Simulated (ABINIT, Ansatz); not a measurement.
# Sr2MgH6 (P-3m1): G0W0 on several meshes in ABINIT, part 2 of 2

Aim: the GW shift of Sr2MgH6 (P-3m1) against the k mesh.

ABINIT 10.8.3; PBEsol and many-body steps on it, plane waves. Known limits of the many-body steps: not at the basis limit; no spin-orbit coupling; coarse k mesh.

So far. Step 4 (3×3×2): The gap on the mesh goes from 2.53 eV to 4.17 eV, a correction of +1.64 eV. Step 5 (Empty states on the mesh, 3×3×4 mesh, 98 bands): On this mesh the gap is 2.528 eV.

## (7) 3×3×4

This step: G0W0 on PBEsol, plane waves, norm-conserving pseudopotentials.

Input file run.abi:

```
acell 3*1.0 Angstrom
rprim 
  5.475438295790 0.000000000002 0.000000000000
  -2.737719147897 4.741868661007 0.000000000000
  0.000000000000 0.000000000000 4.188467730000
ntypat 3
znucl 38 12 1
natom 9
typat 1 1 2 3 3 3 3 3 3
xred 
  0.666666666667 0.333333333333 0.263532570000
  0.333333333333 0.666666666667 0.736467430000
  0.000000000000 0.000000000000 0.000000000000
  0.823459443333 0.646918886667 0.765248350000
  0.823459443333 0.176540556667 0.765248350000
  0.353081113333 0.176540556667 0.765248350000
  0.176540556667 0.353081113333 0.234751650000
  0.176540556667 0.823459443333 0.234751650000
  0.646918886667 0.823459443333 0.234751650000
pp_dirpath "pseudos"
pseudos "Sr.upf, Mg.upf, H.upf"
ecut 38
ngkpt 3 3 4
nshiftk 1
shiftk 0 0 0
kptopt 1
chksymbreak 0
istwfk *1
occopt 1
irdwfk 1
optdriver 4
nband 90
gwcalctyp 0
ecutsigx 38
symsigma 1
nkptgw 2
kptgw 
  0.3333333333 0.3333333333 0.0000000000
  0.0000000000 0.0000000000 0.0000000000
bdgw 
  16 20
  17 21
ecuteps 4.2
irdscr 1
ppmodel 1
indata_prefix "in"
outdata_prefix "out"
tmpdata_prefix "tmp"
```

Launch:

```bash
$ OMP_NUM_THREADS=1 mpirun -n 4 abinit run.abi > log
```

Numbers of over 12 decimals in the logs are rounded to 6 here.

Log:

```text
.Version 10.8.3 of ABINIT. v10.8.2 released Aug 2026.

 Symmetries : space group P-3 m 1 (#164); Bravais hP (primitive hexag.)
[... echo of the input left out ...]
== DATASET  1 ==================================================================
-   mpi_nproc: 4, omp_nthreads: 1 (-1 if OMP is not activated)

--- !DatasetInfo
iteration_state: {dtset: 1, }
dimensions: {natom: 9, nkpt: 10, mband: 90, nsppol: 1, nspinor: 1, nspden: 1, mpw: 8238, }
cutoff_energies: {ecut:  38.0, pawecutdg:  -1.0, }
electrons: {nelect:   3.60000000E+01, charge:   0.00000000E+00, occopt:   1.00000000E+00, tsmear:   1.00000000E-02, }

 SIGMA: Calculation of the GW corrections

 Based on a program developped by R.W. Godby, V. Olevano, G. Onida, and L. Reining.
 Incorporated in ABINIT by V. Olevano, G.-M. Rignanese, and M. Torrent.
.Using double precision arithmetic ; gwpc =  8

[... cell and pseudopotentials left out ...]
--------------------------------------------------------------------------------

 ==== K-mesh for the wavefunctions ====
 Number of points in the irreducible wedge :    10
[... list of points left out ...]
 Together with 12 symmetry operations and time-reversal symmetry
 yields    36 points in the full Brillouin Zone.

 ==== Q-mesh for screening function ====
 Number of points in the irreducible wedge :    10
[... list of points left out ...]
 Together with 12 symmetry operations and time-reversal symmetry
 yields    36 points in the full Brillouin Zone.

 vcoul_init : cutoff-mode = AUXILIARY_FUNCTION
 q-points for optical limit:   1
     1)      0.000010    0.000020    0.000030
 setmesh: FFT mesh size selected  =    50x   50x   45
          total number of points  =       112500

 Number of electrons calculated from density =   36.0000; Expected =   36.0000
[...]
number of omega for Sigma on real axis              0
 max omega for Sigma on real axis  [eV]           0.00
 zcut for avoiding poles [eV]                     0.10

 EPSILON^-1 parameters (SCR file):
 dimension of the eps^-1 matrix on file            283
 dimension of the eps^-1 matrix used               283
 number of plane-waves for wavefunctions          8175
 number of bands                                    90
 number of q-points in IBZ                          10
 number of frequencies                               2
 number of real frequencies                          1
 number of imag frequencies                          1

 matrix elements of self-energy operator (all in [eV])

 Perturbative Calculation

--- !SelfEnergy_ee
iteration_state: {dtset: 1, }
kpoint     : [   0.333,    0.333,    0.000, ]
spin       : 1
KS_gap     :    3.206
QP_gap     :    5.125
Delta_QP_KS:    1.919
data: !SigmaeeData |
     Band     E0 <VxcDFT>   SigX SigC(E0)      Z dSigC/dE  Sig(E)    E-E0       E
       16   2.964 -10.856 -13.914   2.061   0.786  -0.271 -11.640  -0.784   2.180
       17   2.964 -10.856 -13.914   2.061   0.786  -0.271 -11.640  -0.784   2.180
       18   4.043 -11.262 -14.180   1.920   0.789  -0.267 -12.050  -0.788   3.255
[...]
--- !SelfEnergy_ee
iteration_state: {dtset: 1, }
kpoint     : [   0.000,    0.000,    0.000, ]
spin       : 1
KS_gap     :    2.945
QP_gap     :    4.649
Delta_QP_KS:    1.704
data: !SigmaeeData |
     Band     E0 <VxcDFT>   SigX SigC(E0)      Z dSigC/dE  Sig(E)    E-E0       E
[...]
20   8.503 -10.535  -5.000  -3.835   0.814  -0.229  -9.152   1.383   9.886
       21   8.503 -10.535  -5.000  -3.835   0.814  -0.229  -9.152   1.383   9.886

== END DATASET(S) ==============================================================
================================================================================

 -outvars: echo values of variables after computation  --------
           etotal      0.0000000000E+00
            nband          90
             nkpt          10
          spgroup         164
 [... the other variables as echoed above ...]

 Calculation completed.
```

Elapsed: 15 s, on 4 MPI ranks of Arm Neoverse V1, shared host; peak memory 1.2 GiB.

Numbers from this step:

| Quantity | Value |
| --- | --- |
| G0W0 gap on the points computed | 4.245 eV |
| starting gap on the mesh | 2.528 eV |
| k of the valence top | 0.3333, 0.3333, 0 |
| k of the conduction bottom | 0, 0, 0 |
| Z at the valence top | 0.789 |
| Z at the conduction bottom | 0.824 |
| least direct G0W0 gap on the computed points | 4.649 eV |

Against G0W0 in ABINIT (3×3×2 mesh, 90 bands, screening to 114.3 eV, Godby-Needs plasmon pole), the gap moves by +0.076 eV.

## (8) Side by side

Times are wall times on 4 MPI ranks of Arm Neoverse V1, shared host, good to a factor of about two. A run's time includes the screening step that it read.

```csv
run,mesh,bands,screening cutoff (eV),DFT gap (eV),gap on the mesh (eV),direct (eV),ε∞ used,time
3×3×2,3×3×2,90,114.3,2.528,4.169,4.562,5.73,37 s
3×3×4,3×3×4,90,114.3,2.528,4.245,4.649,4.84,82 s
```

## (9) Outcome

| Property | Result |
| --- | --- |
| 3×3×2 | 4.169 eV |
| 3×3×4 | 4.245 eV |
| known limits | not at the basis limit; no spin-orbit coupling; coarse k mesh |

**Reading.** 3×3×4: +0.076 eV against 3×3×2. Bands and cutoff are finite, so the gap is not at the basis limit. The miss can reach some tenths of an eV and take either sign; the mesh is an error of its own. In the first G0W0 run levels were corrected at 2 k points alone, so a gap called «on the mesh» is the least over those, and an edge elsewhere would be missed. The 3×3×2 mesh is coarse for this cell, which bears on the long-range parts of exchange and screening. The many-body steps are scalar-relativistic: spin-orbit coupling is not in them.

[Paths, hosts, dates, memory and timing lines, banners, echoed tables and standing remarks are left out of the program output.]

[Logs are printed without paths, hosts, clocks, repeated set-up lines and the standing remarks that a program may print on its own settings, such as how far it seeks lower states.]

[Runs of the session that timed out or met a known fault of the program may be left out.]

[No measured gap is set beside runs whose start may be inverted or whose files or cutoffs have a known fault.]

[Hosts, paths, dates, database ids (printed as entryN), source tags and the programs' standing remarks are cut or masked in the printed files.]

[G0W0 gaps are taken among the corrected bands and points alone; a level outside them can change the order at an edge.]

[Where Ansatz stands beside ABINIT at settings called matched, ABINIT's density can come from a denser mesh and the files from another edition; pairs whose starting gaps differed by over 0.03 eV were left out, so agreement reads better than it is.]
